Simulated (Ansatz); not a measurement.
## BAs (F-43m): the dielectric response against the k mesh

Aim: how dense a k mesh do ε∞ and the zone-centre modes of BAs (F-43m) need?

Calculated with Ansatz 0.2.0; DFT LDA, scalar-relativistic, plane waves, PAW; PAW set soft_1.

## 1. The starting structure

The structure is cubic, space group F-43m (No. 216). Conventional cell: a = 4.777 Å, b = 4.777 Å, c = 4.777 Å, α = 90.00°, β = 90.00°, γ = 90.00°. B has 4 As at 2.07 Å nearest. As has 4 B at 2.07 Å nearest. Farther neighbours are not listed.

## 2. Relaxation

The cell and atoms are relaxed, since residual forces and stress would shift the frequencies.

input.yaml

```yaml
crystal:
  lattice:
    - [0.0, 2.3885, 2.3885]
    - [2.3885, 0.0, 2.3885]
    - [2.3885, 2.3885, 0.0]
  atoms:
    - { symbol: B, position: [0.0, 0.0, 0.0] }
    - { symbol: As, position: [0.75, 0.75, 0.75] }
kpoints:
  mp_grid: { grid: [10, 10, 10] }
hamiltonian:
  xc: lda
  pseudopotentials: { kind: paw, azcp: { folder: soft_1 }, xc_functional: pbe }
scf:
  occupations: { method: gaussian, width: 0.02 }
output:
  forces: true
  stress: true
  eigenvalues: true
relax:
  adjacent_minimum: "off"
  f_tol: 0.005
  max_steps: 80
  cell: { stress_tol: 0.05 }
```

Started as:

```bash
$ ansatz run input.yaml --threads 4 --pin off --max-ram 10240MiB --backend cpu --events-out ev --progress --plain --runs-dir out
```

Numbers of over 12 decimals in the logs are rounded to 6 here.

What it wrote:

```text
Engine: ansatz 0.2.0, x86_64-unknown-linux-gnu
Pseudopotentials: kind: paw
Pseudopotential: B, paw, valence charge 3, recommended cutoff 420 eV (normal), soft_1/B.paw.azcp
Pseudopotential: As, paw, valence charge 15, recommended cutoff 420 eV (normal), soft_1/As.paw.azcp
Functional definition: SPW92
  exchange = slater_x
  correlation = pw_c
Crystal: 2 atoms, lattice volume = 27.252 Å³
Basis set: ecut = 420 eV, 531 PW (Γ)
Bands: 13, of which v1, the nominal top of the filled ones, is band 9 counted from 1 (8 counted from 0)
Symmetry: 24 space group operations
Space group: F-43m (ITA 216), of the structure as read, at distance tolerance 3.0e-5 Å
k-points: 47 of 1000 (time reversal used)
Non-local potential: B, projectors of the file, l = 0: 2, l = 1: 2, l = 2: 1
Non-local potential: As, projectors of the file, l = 0: 2, l = 1: 2, l = 2: 3, l = 3: 1
PAW form: soft (Blöchl's): semilocal exchange-correlation on the pseudo side does not see the compensation charge
PAW frozen core: B, regenerated for the run's functional, and the local potential with it (the file was generated under x = pbe(κ = 0.804, μ = 0.219515), c = pbe(β = 0.066725))
PAW frozen core: As, regenerated for the run's functional, and the local potential with it (the file was generated under x = pbe(κ = 0.804, μ = 0.219515), c = pbe(β = 0.066725))
PAW one-centre angular grid: B, 110 points (default); XC on 64 Gauss nodes
PAW one-centre angular grid: As, 590 points (default); XC on 64 Gauss nodes
Initial density: superposition of atomic densities (chi_scale 0.1, normalization cell, long waves kept (reshape's long-wave potential 0.00 eV rms))
Initial wavefunctions: pseudopotential atomic-orbital guess
Functional: x = slater, c = lda
SCF iter   1: F=—  HF=-4924.176126 eV  |F-HF|=—  |Δ(HF+E_count)|=         —  Δρ=7.48e-2  dr2=1.97e0  ethr=3.10e-3  ⟨swp⟩=5.7  Hψ=3445  notcnv=0
preconditioner: auto → none  [insulator: Δε(μ)=1.776 eV  Ē_g=12.423 eV  σ=0.020 eV  W_gap=1.00  n_scr=8 (ndim 8)  ℏωp=20.1 eV  f_vac=0.000  D(μ)=0.00/eV (n_scr^D=0)  ε∞_Penn≈3.6]
SCF iter   2: F=—  HF=-4923.572552 eV  |F-HF|=—  |Δ(HF+E_count)|=   6.04e-1  Δρ=2.49e-2  dr2=1.50e-1  ethr=3.10e-3  ⟨swp⟩=2.9  Hψ=1397  notcnv=0
SCF iter   3: F=—  HF=-4923.530083 eV  |F-HF|=—  |Δ(HF+E_count)|=   4.25e-2  Δρ=1.01e-2  dr2=1.90e-2  ethr=8.34e-4  ⟨swp⟩=2.1  Hψ=966  notcnv=0
SCF iter   4: F=—  HF=-4923.526539 eV  |F-HF|=—  |Δ(HF+E_count)|=   3.54e-3  Δρ=4.29e-3  dr2=3.90e-3  ethr=1.06e-4  ⟨swp⟩=2.7  Hψ=1172  notcnv=0
SCF iter   5: F=—  HF=-4923.525286 eV  |F-HF|=—  |Δ(HF+E_count)|=   1.25e-3  Δρ=1.03e-3  dr2=1.92e-4  ethr=2.17e-5  ⟨swp⟩=2.9  Hψ=1196  notcnv=0
SCF iter   6: F=—  HF=-4923.525253 eV  |F-HF|=—  |Δ(HF+E_count)|=   3.31e-5  Δρ=1.26e-4  dr2=2.39e-6  ethr=1.07e-6  ⟨swp⟩=2.2  Hψ=1041  notcnv=0
SCF iter   7: F=—  HF=-4923.525253 eV  |F-HF|=—  |Δ(HF+E_count)|=   3.59e-7  Δρ=6.71e-6  dr2=7.11e-9  ethr=5.56e-10  ⟨swp⟩=3.6  Hψ=2774  notcnv=0
SCF iter   8: F=-4923.525253 eV  HF=-4923.525253 eV  |F-HF|=5.46e-12  |Δ(HF+E_count)|=   1.28e-9  Δρ=3.28e-7  dr2=1.40e-11  ethr=3.95e-11  ⟨swp⟩=2.0  Hψ=1860  notcnv=0
SCF 1 converged in 8 iterations: F = -4923.525253 eV  dr2 = 1.40e-11
  greatest PAW one-centre occupation: 0.999 electrons in one spin orbital (limit 2), on the As atom at site 1 (counted from 0), in its partial waves of l = 2
relax step   1: F+E_penalty+E_count = -4923.52525330 eV  Δ(F+E_penalty+E_count) = +0.000e0 eV  max|allowed force component| = 2.336e-16 eV/Å  Δτ_max = 0.0000 Å  P = -3.962 GPa  Ω = 27.252 Å³  (8 SCF iters, dr2 threshold 1.00e-7 eV, accepted)
Crystal: 2 atoms, lattice volume = 26.690 Å³
Initial density: handed on by an earlier stage of this run
Initial wavefunctions: those handed on with the density
iter 1 solved again at ethr=2.43e-5 eV; its pass at ethr=3.10e-3 eV (dr2=4.38e-3 eV) is discarded
SCF iter   1: F=—  HF=-4923.536067 eV  |F-HF|=—  |Δ(HF+E_count)|=         —  Δρ=3.34e-3  dr2=4.41e-3  ethr=2.43e-5  ⟨swp⟩=1.1  Hψ=4139  notcnv=0
preconditioner: auto → none  [insulator: Δε(μ)=1.138 eV  Ē_g=12.506 eV  σ=0.020 eV  W_gap=1.00  n_scr=8 (ndim 8)  ℏωp=20.3 eV  f_vac=0.000  D(μ)=0.00/eV (n_scr^D=0)  ε∞_Penn≈3.6]
SCF iter   2: F=—  HF=-4923.534631 eV  |F-HF|=—  |Δ(HF+E_count)|=   1.44e-3  Δρ=7.97e-4  dr2=2.13e-4  ethr=2.43e-5  ⟨swp⟩=2.4  Hψ=975  notcnv=0
SCF iter   3: F=—  HF=-4923.534561 eV  |F-HF|=—  |Δ(HF+E_count)|=   6.96e-5  Δρ=2.69e-4  dr2=2.15e-5  ethr=1.18e-6  ⟨swp⟩=2.5  Hψ=924  notcnv=0
SCF iter   4: F=—  HF=-4923.534555 eV  |F-HF|=—  |Δ(HF+E_count)|=   5.92e-6  Δρ=7.99e-5  dr2=1.98e-6  ethr=1.20e-7  ⟨swp⟩=2.1  Hψ=1032  notcnv=0
SCF iter   5: F=-4923.534555 eV  HF=-4923.534555 eV  |F-HF|=2.07e-8  |Δ(HF+E_count)|=   5.17e-7  Δρ=1.75e-5  dr2=5.19e-8  ethr=1.11e-9  ⟨swp⟩=5.4  Hψ=2882  notcnv=0
SCF 2 converged in 5 iterations: F = -4923.534555 eV  dr2 = 5.19e-8
relax step   2: F+E_penalty+E_count = -4923.53455472 eV  Δ(F+E_penalty+E_count) = -9.301e-3 eV  max|allowed force component| = 5.927e-17 eV/Å  Δτ_max = 0.0000 Å  P = -1.101 GPa  Ω = 26.690 Å³  energy of the carried Pulay correction = +3.259e-4 eV  (5 SCF iters, dr2 threshold 2.00e-7 eV, accepted)
Crystal: 2 atoms, lattice volume = 26.480 Å³
iter 1 solved again at ethr=3.66e-6 eV; its pass at ethr=3.10e-3 eV (dr2=6.58e-4 eV) is discarded
SCF iter   1: F=—  HF=-4923.535598 eV  |F-HF|=—  |Δ(HF+E_count)|=         —  Δρ=1.29e-3  dr2=6.54e-4  ethr=3.66e-6  ⟨swp⟩=1.4  Hψ=3812  notcnv=0
preconditioner: auto → none  [insulator: Δε(μ)=1.115 eV  Ē_g=12.570 eV  σ=0.020 eV  W_gap=1.00  n_scr=8 (ndim 8)  ℏωp=20.4 eV  f_vac=0.000  D(μ)=0.00/eV (n_scr^D=0)  ε∞_Penn≈3.6]
SCF iter   2: F=—  HF=-4923.535382 eV  |F-HF|=—  |Δ(HF+E_count)|=   2.16e-4  Δρ=3.02e-4  dr2=2.97e-5  ethr=3.63e-6  ⟨swp⟩=2.0  Hψ=948  notcnv=0
SCF iter   3: F=—  HF=-4923.535373 eV  |F-HF|=—  |Δ(HF+E_count)|=   8.84e-6  Δρ=1.05e-4  dr2=3.17e-6  ethr=1.65e-7  ⟨swp⟩=2.4  Hψ=914  notcnv=0
SCF iter   4: F=—  HF=-4923.535373 eV  |F-HF|=—  |Δ(HF+E_count)|=   6.37e-7  Δρ=3.35e-5  dr2=3.53e-7  ethr=1.76e-8  ⟨swp⟩=2.1  Hψ=1035  notcnv=0
SCF iter   5: F=-4923.535372 eV  HF=-4923.535372 eV  |F-HF|=3.07e-9  |Δ(HF+E_count)|=   9.86e-8  Δρ=7.51e-6  dr2=1.04e-8  ethr=1.11e-9  ⟨swp⟩=5.0  Hψ=2810  notcnv=0
SCF 3 converged in 5 iterations: F = -4923.535372 eV  dr2 = 1.04e-8
relax step   3: F+E_penalty+E_count = -4923.53537246 eV  Δ(F+E_penalty+E_count) = -8.177e-4 eV  max|allowed force component| = 5.840e-17 eV/Å  Δτ_max = 0.0000 Å  P = +0.050 GPa  Ω = 26.480 Å³  energy of the carried Pulay correction = +4.495e-4 eV  (5 SCF iters, dr2 threshold 2.00e-7 eV, accepted)
Initial wavefunctions: pseudopotential atomic-orbital guess (no wavefunctions were taken with the density)
iter 1 solved again at ethr=4.95e-8 eV; its pass at ethr=3.10e-3 eV (dr2=8.91e-6 eV) is discarded
SCF iter   1: F=—  HF=-4923.534963 eV  |F-HF|=—  |Δ(HF+E_count)|=         —  Δρ=5.10e-5  dr2=1.07e-7  ethr=4.95e-8  ⟨swp⟩=3.0  Hψ=5176  notcnv=0
preconditioner: auto → none  [insulator: Δε(μ)=1.105 eV  Ē_g=12.569 eV  σ=0.020 eV  W_gap=1.00  n_scr=8 (ndim 8)  ℏωp=20.4 eV  f_vac=0.000  D(μ)=0.00/eV (n_scr^D=0)  ε∞_Penn≈3.6]
SCF iter   2: F=—  HF=-4923.534962 eV  |F-HF|=—  |Δ(HF+E_count)|=   6.13e-7  Δρ=2.60e-5  dr2=3.28e-8  ethr=5.93e-10  ⟨swp⟩=2.0  Hψ=934  notcnv=0
SCF iter   3: F=—  HF=-4923.534962 eV  |F-HF|=—  |Δ(HF+E_count)|=   2.05e-8  Δρ=6.26e-6  dr2=3.72e-9  ethr=1.82e-10  ⟨swp⟩=2.6  Hψ=803  notcnv=0
SCF iter   4: F=—  HF=-4923.534962 eV  |F-HF|=—  |Δ(HF+E_count)|=  1.85e-10  Δρ=1.21e-6  dr2=1.17e-10  ethr=2.07e-11  ⟨swp⟩=2.0  Hψ=1026  notcnv=0
SCF iter   5: F=-4923.534962 eV  HF=-4923.534962 eV  |F-HF|=4.55e-12  |Δ(HF+E_count)|=  4.46e-11  Δρ=2.80e-7  dr2=3.32e-12  ethr=1.00e-12  ⟨swp⟩=5.3  Hψ=2288  notcnv=0
SCF 4 converged in 5 iterations: F = -4923.534962 eV  dr2 = 3.32e-12
relax step   4: F+E_penalty+E_count = -4923.53496194 eV  Δ(F+E_penalty+E_count) = +4.105e-4 eV  max|allowed force component| = 5.696e-17 eV/Å  Δτ_max = 0.0000 Å  P = +0.030 GPa  Ω = 26.480 Å³  stress off target by 3.05e-2 GPa  SCF on the basis re-selected at this cell (its energy is not comparable with the rows above)  (5 SCF iters)
basis re-selected at this cell: Δ(F+E_penalty+E_count) = +4.105e-4 eV, ΔP = -0.019 GPa vs the last step (what re-selecting the basis moved, of the pressure what is left beyond the Pulay correction that the steps carried, after the strain that the cell walked since its last selection, with what the two solves' SCF thresholds leave and, on support functions, any second-order correction that the steps lacked; it is no m [...]
SCF converged after 5 iterations
Free energy (F): -4923.534962 eV
Harris-Foulkes:  -4923.534962 eV  (|F-HF|=4.55e-12)
Internal energy: -4923.534962 eV  (E = F + TS)
E sigma→0 (E₀):  -4923.534962 eV
Fermi energy:    11.416131 eV
--- Per-component energies (eV) ---
  E_band       = -217.307673
  E_kinetic    = 148.596175
  E_local      = -1936.323023  (includes V_loc(G=0)·N_el)
  E_nonlocal   = -380.006015
  E_hartree    = 1093.291974
  E_xc         = -103.486034
  E_vxc        = -113.376947  (∫ρ·V_xc dr)
  E_paw        = -2005.330855  (= ΣΔE_a)
  E_vpaw       = -122.781747  (= ΣTr[D̂ρ^β])
  E_aug_tail   = -0.000004  (compensation charges beyond the density's cutoff)
  E_ewald      = -1742.398244
  E_core_change = 2.121063  (= ΣΔE_core)
  E_smearing   = -0.000000  (= −TS)
  E_closure    = -0.000000  (closes the sum)
  Σ components = -4923.534962   (vs F -4923.534962, Δ=0.00e0)
--- Forces (eV/Å), atoms counted from 1 ---
  atom   1  B     -0.00000000    -0.00000000     0.00000000
  atom   2  As     0.00000000     0.00000000     0.00000000
  max |Σ_I F_I| component: 9.89e-17 eV/Å
--- Stress (GPa, compression-positive) ---
        0.030487      -0.000000      -0.000000
       -0.000000       0.030487       0.000000
       -0.000000       0.000000       0.030487
  P = ⅓ Tr σ = 0.0305 GPa (0.305 kbar)
--- Band table (eV; the first three rows and the last of 47) ---
  k-point 0: bands = [... 5 lower, -4.7887, 10.8638, 10.8638, 10.8638, 14.1535, 14.1535, 14.1535, 15.8767]
  k-point 1: bands = [... 5 lower, -4.6210, 9.4565, 10.5528, 10.5528, 14.3424, 14.5618, 14.5618, 16.6913]
  k-point 2: bands = [... 5 lower, -4.1257, 7.0528, 9.9637, 9.9637, 14.1777, 15.2925, 15.2925, 18.2135]
  k-point 46: bands = [... 5 lower, -0.3715, 2.7436, 5.3306, 5.5883, 15.3778, 15.7239, 18.8422, 18.8445]
--- Relaxed structure (3 steps of the walk, 3 accepted, 1 SCFs on fresh bases) ---
  F+E_penalty+E_count = -4923.53496194 eV   max|allowed force component| = 5.696e-17 eV/Å   (the final SCF, on the basis selected at the relaxed cell)
  cell:  # Å, volume = 26.4799 Å³
    - [0, 2.365713, 2.365713]
    - [2.365713, 0, 2.365713]
    - [2.365713, 2.365713, 0]
  atoms:
    - { symbol: B, position: [0, 0, 0] }
    - { symbol: As, position: [0.750000, 0.750000, 0.750000] }
```

Wall time 2.1 s (4 threads of AMD EPYC 7B13 (Zen 3), shared host); peak memory 0.38 GiB; 6.9 s of CPU time.

Relaxation path:

```csv
step,energy less that of the first step (eV),largest force component (eV/Å),pressure (GPa),volume (Å³)
1,0.0000,0.0000,-3.96,27.25
2,-0.0093,0.0000,-1.10,26.69
3,-0.0101,0.0000,0.05,26.48
4*,-0.0097,0.0000,0.03,26.48
```

Relaxation steps marked * repeat the geometry before them on a plane-wave basis chosen anew for their cell, so energy and pressure can jump there.

Forces are held to the 24 operations that the run works with; a distortion that breaks them can't arise in this run.

```csv
"conventional cell, symmetrised",before,after,change
a (Å),4.777,4.731,-1.0 %
b (Å),4.777,4.731,-1.0 %
c (Å),4.777,4.731,-1.0 %
volume (Å³/atom),13.63,13.24,-2.8 %
```

Final coordinates:

```xyz
2
Lattice="0.0000 2.3657 2.3657 2.3657 0.0000 2.3657 2.3657 2.3657 0.0000" Properties=species:S:1:pos:R:3 pbc="T T T"
B     0.0000    0.0000    0.0000
As    3.5486    3.5486    3.5486
```

Numbers from this step:

```yaml
pressure: 0.03049 GPa
gap_on_the_k_mesh: 1.105 eV
volume_per_atom: 13.24 Å³
```

In this step the volume went from 13.63 to 13.24 Å³/atom.

## 3. Tight relaxation

Phonons need small forces and stress, so the relaxation is finished with tight tolerances on 12×12×12 k points.

input.yaml, the sections that differ from step 2:

```yaml
crystal:
  lattice:
    - [0.0, 2.3657126573, 2.3657126573]
    - [2.3657126573, 0.0, 2.3657126573]
    - [2.3657126573, 2.3657126573, 0.0]
  atoms:
    - { symbol: B, position: [0.0, 0.0, 0.0] }
    - { symbol: As, position: [0.75, 0.75, 0.75] }
kpoints:
  mp_grid: { grid: [12, 12, 12] }
scf:
  occupations: { method: fixed }
relax:
  adjacent_minimum: "off"
  f_tol: 0.001
  max_steps: 60
  cell: { stress_tol: 0.01 }
# hamiltonian, output: as in step 2
```

What it wrote:

```text
[...]
Crystal: 2 atoms, lattice volume = 26.480 Å³
Basis set: ecut = 420 eV, 531 PW (Γ)
Bands: 13, of which v1, the nominal top of the filled ones, is band 9 counted from 1 (8 counted from 0)
Symmetry: 24 space group operations
[...]
k-points: 72 of 1728 (time reversal used)
[...]
k-point 71: bands = [... 5 lower, -0.3559, 2.8085, 5.1897, 5.4934, 16.0706, 16.8735, 17.6338, 18.0903]
--- Relaxed structure (2 steps of the walk, 2 accepted, 1 SCFs on fresh bases) ---
[...]
cell:  # Å, volume = 26.4838 Å³
    - [0, 2.365831, 2.365831]
    - [2.365831, 0, 2.365831]
    - [2.365831, 2.365831, 0]
  atoms:
    - { symbol: B, position: [0, 0, 0] }
    - { symbol: As, position: [0.75, 0.75, 0.75] }
[key lines of the parts left out:]
SCF converged after 5 iterations
Free energy (F): -4923.535284 eV
Fermi energy:    10.861210 eV
P = ⅓ Tr σ = 0.0091 GPa (0.091 kbar)
```

Run time: 2 s. Hardware: 4 threads; peak memory 0.4 GiB; 6.4 s of CPU time.

Little changed from the start: no atom moved by 0.005 Å and no cell edge by 0.1 %.

This step gave:

```
pressure          : 0.009110 GPa
gap on the k-mesh : 1.111 eV
```

The forces vanish by symmetry and the pressure is 0.009 GPa, within the tolerances set. The cell now holds 13.24 Å³/atom.

(Part 1 of 2 ends here.)

[Logs are printed without paths, hosts, clocks, repeated set-up lines and the standing remarks that a program may print on its own settings, such as how far it seeks lower states.]

[Hosts, paths, dates, database ids (printed as entryN), source tags and the programs' standing remarks are cut or masked in the printed files.]
